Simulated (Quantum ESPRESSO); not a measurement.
**Magnetic state of FeGe from several starts**

Aim: find out which collinear order of FeGe costs least.

Program: Quantum ESPRESSO 7.5. Level of theory: LDA; plane waves with GBRV 1.5 LDA potentials, no spin-orbit coupling. Results are calculated unless marked as measured.

The database entry behind the starting cell differs from later determinations by our own check (about 0.2 % short), so it need not match the best structure at ambient conditions.

### 1. The starting structure

Symmetry: P2_13, No. 198, cubic system. The conventional cell has a = 4.689 Å, b = 4.689 Å, c = 4.689 Å, α = 90.00°, β = 90.00°, γ = 90.00°. Fe has 7 Ge at 2.38 to 2.64 Å nearest. Nearest to Ge lie 7 Fe at 2.38 to 2.64 Å. Farther neighbours are not listed.

Structure file:

```cif
data_structure
_symmetry_space_group_name_H-M 'P2_13'
_symmetry_Int_Tables_number 198
_cell_length_a 4.6890
_cell_length_b 4.6890
_cell_length_c 4.6890
_cell_angle_alpha 90.000
_cell_angle_beta 90.000
_cell_angle_gamma 90.000
_cell_volume 103.10
loop_
_atom_site_label
_atom_site_type_symbol
_atom_site_symmetry_multiplicity
_atom_site_Wyckoff_symbol
_atom_site_fract_x
_atom_site_fract_y
_atom_site_fract_z
_atom_site_occupancy
Fe1 Fe 4 a 0.13500 0.13500 0.13500 1
Ge1 Ge 4 a 0.84200 0.84200 0.84200 1
```

The cell comes from the Crystallography Open Database.

### 2. Run 1 (ferro ++++)

The signs are those of the starting moments on the seeded atoms, the atoms that are given a moment.

Input file pw.in:

```
&CONTROL
  calculation = 'scf'
  prefix = 'pwscf'
  outdir = './tmp'
  pseudo_dir = './pseudo'
  disk_io = 'nowf'
/
&SYSTEM
  ibrav = 0
  celldm(1) = 8
  nat = 8
  ntyp = 2
  ecutwfc = 40
  ecutrho = 280
  nbnd = 80
  occupations = 'smearing'
  smearing = 'fd'
  degauss = 0.00734986
  nspin = 2
  starting_magnetization(1) = 0.175
  starting_magnetization(2) = 0
/
&ELECTRONS
  conv_thr = 1.6d-08
  electron_maxstep = 150
  mixing_beta = 0.3
/
ATOMIC_SPECIES
Fe     55.8450 fe_lda_v1.5.uspp.F.UPF
Ge     72.6300 ge_lda_v1.4.uspp.F.UPF
CELL_PARAMETERS alat
   1.1076157247963    0.0000000000000    0.0000000000000
   0.0000000000000    1.1076157247963    0.0000000000000
   0.0000000000000    0.0000000000000    1.1076157247963
ATOMIC_POSITIONS crystal
Fe      0.1350000000    0.1350000000    0.1350000000
Fe      0.3650000000    0.8650000000    0.6350000000
Fe      0.6350000000    0.3650000000    0.8650000000
Fe      0.8650000000    0.6350000000    0.3650000000
Ge      0.8420000000    0.8420000000    0.8420000000
Ge      0.6580000000    0.1580000000    0.3420000000
Ge      0.3420000000    0.6580000000    0.1580000000
Ge      0.1580000000    0.3420000000    0.6580000000
K_POINTS automatic
6 6 6 0 0 0
```

On the command line:

```
$ OMP_NUM_THREADS=1 mpirun -n 4 pw.x -nk 4 -in pw.in > pw.out
```

Log:

```text
Program PWSCF v.7.5 starts

     Message from routine setup:
     using ibrav=0 with symmetry is DISCOURAGED, use correct ibrav instead

     K-points division:     npool     =       4
     Subspace diagonalization in iterative solution of the eigenvalue problem:

     G-vector sticks info
     --------------------
     sticks:   dense  smooth     PW     G-vecs:    dense   smooth      PW
     Sum        1749     997    293                54963    23847    3887

     Using Slab Decomposition

     bravais-lattice index     =            0
     lattice parameter (alat)  =       8.0000  a.u.
     unit-cell volume          =     695.7245 (a.u.)^3
     number of atoms/cell      =            8
     number of atomic types    =            2
     number of electrons       =       120.00
     number of Kohn-Sham states=           80
     kinetic-energy cutoff     =      40.0000  Ry
     charge density cutoff     =     280.0000  Ry
     scf convergence threshold =      1.6E-08
     mixing beta               =       0.3000
     number of iterations used =            8  plain     mixing
     Exchange-correlation=  SLA  PZ   NOGX NOGC
                           (   1   1   0   0   0   0   0)

     celldm(1)=   8.000000  celldm(2)=   0.000000  celldm(3)=   0.000000
     celldm(4)=   0.000000  celldm(5)=   0.000000  celldm(6)=   0.000000

     crystal axes: (cart. coord. in units of alat)
               a(1) = (   1.107616   0.000000   0.000000 )
               a(2) = (   0.000000   1.107616   0.000000 )
               a(3) = (   0.000000   0.000000   1.107616 )

     reciprocal axes: (cart. coord. in units 2 pi/alat)
               b(1) = (  0.902840  0.000000  0.000000 )
               b(2) = (  0.000000  0.902840  0.000000 )
               b(3) = (  0.000000  0.000000  0.902840 )

     PseudoPot. # 1 for Fe read from file:
     fe_lda_v1.5.uspp.F.UPF
     Pseudo is Ultrasoft + core correction, Zval = 16.0
     Generated by new atomic code, or converted to UPF format
     Using radial grid of  861 points,  6 beta functions with:
                l(1) =   0
                l(2) =   0
                l(3) =   1
                l(4) =   1
                l(5) =   2
                l(6) =   2
     Q(r) pseudized with  8 coefficients,  rinner =    1.000   1.000   1.000
                                                       1.000   1.000

     PseudoPot. # 2 for Ge read from file:
     ge_lda_v1.4.uspp.F.UPF
     Pseudo is Ultrasoft + core correction, Zval = 14.0
     Generated by new atomic code, or converted to UPF format
     Using radial grid of  873 points,  6 beta functions with:
                l(1) =   0
                l(2) =   0
                l(3) =   1
                l(4) =   1
                l(5) =   2
                l(6) =   2
     Q(r) pseudized with  8 coefficients,  rinner =    1.400   1.400   1.400
                                                       1.400   1.400

     atomic species   valence    mass     pseudopotential
     Fe               16.00    55.84500     Fe( 1.00)
     Ge               14.00    72.63000     Ge( 1.00)

     Starting magnetic structure
     atomic species   magnetization
     Fe              0.175
     Ge              0.000

     12 Sym. Ops. (no inversion) found ( 9 have fractional translation)

   Cartesian axes

     site n.     atom                  positions (alat units)
         1        Fe     tau(   1) = (   0.1495281   0.1495281   0.1495281  )
         2        Fe     tau(   2) = (   0.4042797   0.9580876   0.7033360  )
         3        Fe     tau(   3) = (   0.7033360   0.4042797   0.9580876  )
         4        Fe     tau(   4) = (   0.9580876   0.7033360   0.4042797  )
         5        Ge     tau(   5) = (   0.9326124   0.9326124   0.9326124  )
         6        Ge     tau(   6) = (   0.7288111   0.1750033   0.3788046  )
         7        Ge     tau(   7) = (   0.3788046   0.7288111   0.1750033  )
         8        Ge     tau(   8) = (   0.1750033   0.3788046   0.7288111  )

     number of k points=    24  Fermi-Dirac smearing, width (Ry)=  0.0073
                       cart. coord. in units 2pi/alat
        k(    1) = (   0.0000000   0.0000000   0.0000000), wk =   0.0046296
        k(    2) = (   0.0000000   0.0000000   0.1504734), wk =   0.0277778
        k(    3) = (   0.0000000   0.0000000   0.3009467), wk =   0.0277778
        k(    4) = (   0.0000000   0.0000000  -0.4514201), wk =   0.0138889
        k(    5) = (   0.0000000   0.1504734   0.1504734), wk =   0.0555556
        [... 19 further k-points ...]

     Dense  grid:    54963 G-vectors     FFT dimensions: (  48,  48,  48)

     Smooth grid:    23847 G-vectors     FFT dimensions: (  36,  36,  36)

     Check: negative core charge=   -0.000031
     Generating pointlists ...
     new r_m :   0.2319 (alat units)  1.8549 (a.u.) for type    1
     new r_m :   0.2319 (alat units)  1.8549 (a.u.) for type    2

     Initial potential from superposition of free atoms

     starting charge     115.9971, renormalised to     120.0000
     Starting wfcs are   88 randomized atomic wfcs

     Self-consistent Calculation

     iteration #  1     ecut=    40.00 Ry     beta= 0.30
     Davidson diagonalization with overlap
     ethr =  1.00E-02,  avg # of iterations =  3.4

     total energy              =   -1853.39955493 Ry
     estimated scf accuracy    <       3.42126244 Ry

     total magnetization       =     5.46 Bohr mag/cell
     absolute magnetization    =     6.89 Bohr mag/cell

     iteration #  2     ecut=    40.00 Ry     beta= 0.30
     Davidson diagonalization with overlap
     ethr =  2.85E-03,  avg # of iterations =  2.1

     total energy              =   -1853.49219765 Ry
     estimated scf accuracy    <       1.32114955 Ry

     total magnetization       =     6.21 Bohr mag/cell
     absolute magnetization    =     7.52 Bohr mag/cell

     iteration #  3     ecut=    40.00 Ry     beta= 0.30
     Davidson diagonalization with overlap
     ethr =  1.10E-03,  avg # of iterations =  2.0

     total energy              =   -1853.60853670 Ry
     estimated scf accuracy    <       0.49536418 Ry

     total magnetization       =     5.49 Bohr mag/cell
     absolute magnetization    =     6.92 Bohr mag/cell

     [... further iterations left out ...]

     iteration # 10     ecut=    40.00 Ry     beta= 0.30
     Davidson diagonalization with overlap
     ethr =  7.01E-09,  avg # of iterations =  2.5

     total energy              =   -1853.68999882 Ry
     estimated scf accuracy    <       0.00001024 Ry

     total magnetization       =     4.09 Bohr mag/cell
     absolute magnetization    =     4.98 Bohr mag/cell

     iteration # 11     ecut=    40.00 Ry     beta= 0.30
     Davidson diagonalization with overlap
     ethr =  7.01E-09,  avg # of iterations =  2.0

     total energy              =   -1853.69000027 Ry
     estimated scf accuracy    <       0.00000039 Ry

     total magnetization       =     4.09 Bohr mag/cell
     absolute magnetization    =     4.98 Bohr mag/cell

     iteration # 12     ecut=    40.00 Ry     beta= 0.30
     Davidson diagonalization with overlap
     ethr =  3.28E-10,  avg # of iterations =  2.0

     total energy              =   -1853.69000067 Ry
     estimated scf accuracy    <       0.00000007 Ry

     total magnetization       =     4.09 Bohr mag/cell
     absolute magnetization    =     4.97 Bohr mag/cell

     iteration # 13     ecut=    40.00 Ry     beta= 0.30
     Davidson diagonalization with overlap
     ethr =  5.90E-11,  avg # of iterations =  1.5

     Magnetic moment per site  (integrated on atomic sphere of radius R)
     atom   1 (R=0.232)  charge= 14.2790  magn=  1.1094
     atom   2 (R=0.232)  charge= 14.2790  magn=  1.1094
     atom   3 (R=0.232)  charge= 14.2790  magn=  1.1094
     atom   4 (R=0.232)  charge= 14.2790  magn=  1.1094
     atom   5 (R=0.232)  charge= 11.7038  magn= -0.0486
     atom   6 (R=0.232)  charge= 11.7038  magn= -0.0486
     atom   7 (R=0.232)  charge= 11.7038  magn= -0.0486
     atom   8 (R=0.232)  charge= 11.7038  magn= -0.0486

     End of self-consistent calculation

     [... lines left out ...]
     the Fermi energy is    16.1347 ev

!    total energy              =   -1853.69000071 Ry
     estimated scf accuracy    <          4.1E-09 Ry
     smearing contrib. (-TS)   =      -0.01796013 Ry
     internal energy E=F+TS    =   -1853.67204059 Ry

     The total energy is F=E-TS. E is the sum of the following terms:
     one-electron contribution =    -882.33515319 Ry
     hartree contribution      =     542.44816792 Ry
     xc contribution           =    -344.91193298 Ry
     ewald contribution        =   -1168.87312233 Ry

     total magnetization       =     4.09 Bohr mag/cell
     absolute magnetization    =     4.98 Bohr mag/cell

     convergence has been achieved in  13 iterations

=------------------------------------------------------------------------------=
   JOB DONE.
=------------------------------------------------------------------------------=
```

It took 79 s on 4 MPI ranks of Arm Neoverse V1, shared host; peak memory 0.65 GiB; 5.3 min of CPU time.

Spin moment in the atom's sphere by atom:

```csv
atom,spin moment in the atom's sphere (μB)
Fe1,1.11
Fe2,1.11
Fe3,1.11
Fe4,1.11
Ge5,-0.05
Ge6,-0.05
Ge7,-0.05
Ge8,-0.05
```

Numbers from this step:

- smearing term TS: 0.2444 eV
- magnetization: 4.09 μB
- absolute magnetization: 4.975 μB
- final state: ferromagnetic

Spin density in the ac plane at fractional y = 0.135, with atoms of Fe and Ge within 0.2 Å of it.

Ten even steps from '_' (0.0 e/Å³) to '@' (2.1 e/Å³), each cell a mean:
```
____________________________
____________________________
____________________________
____________________________
____________________________
____________________________
____________________________
____________________________
____________________________
____________________________
__::--..____________________
::##@@--____________________
..**%%::____________________
__..::______________________
```
Columns run along a (4.7 Å), rows up along c (4.7 Å). Atoms in or near the plane, at fractional coordinates: Fe at (0.13, 0.13), Ge at (0.66, 0.34).

Valence density in the ac plane at fractional y = 0.135, with atoms of Fe and Ge within 0.2 Å of it. It is the smooth field of the valence electrons, not physical close to the nuclei.

Ten steps, logarithmic in the rise over the least value, from '_' (0 e/Å³) to '@' (30 e/Å³), each cell a mean:
```
....::..____________________
__________________..________
____..______________________
__........__________________
__........__________________
____......__________________
______________....::..______
____________..::==**==::____
____..______..--%%@@##--..__
..----::..__..--##@@##--....
==####++::__..::==++==::....
**@@@@##--..__............::
++%%@@##--________________..
--++**==..________________..
```
Columns run along a (4.7 Å), rows up along c (4.7 Å). Atoms in or near the plane, at fractional coordinates: Fe at (0.13, 0.13), Ge at (0.66, 0.34).

[end of part 1 of 2]

[Logs and program files are shortened in this print: banners, set-up blocks, solver, clock and traceback lines can be left out without a mark of their own.]

[Logs are printed without paths, hosts, clocks, repeated set-up lines and the standing remarks that a program may print on its own settings, such as how far it seeks lower states.]

[Hosts, paths, dates, database ids (printed as entryN), source tags and the programs' standing remarks are cut or masked in the printed files.]

[Where a cell is said to come from a database of computed structures, the database is the Materials Project.]
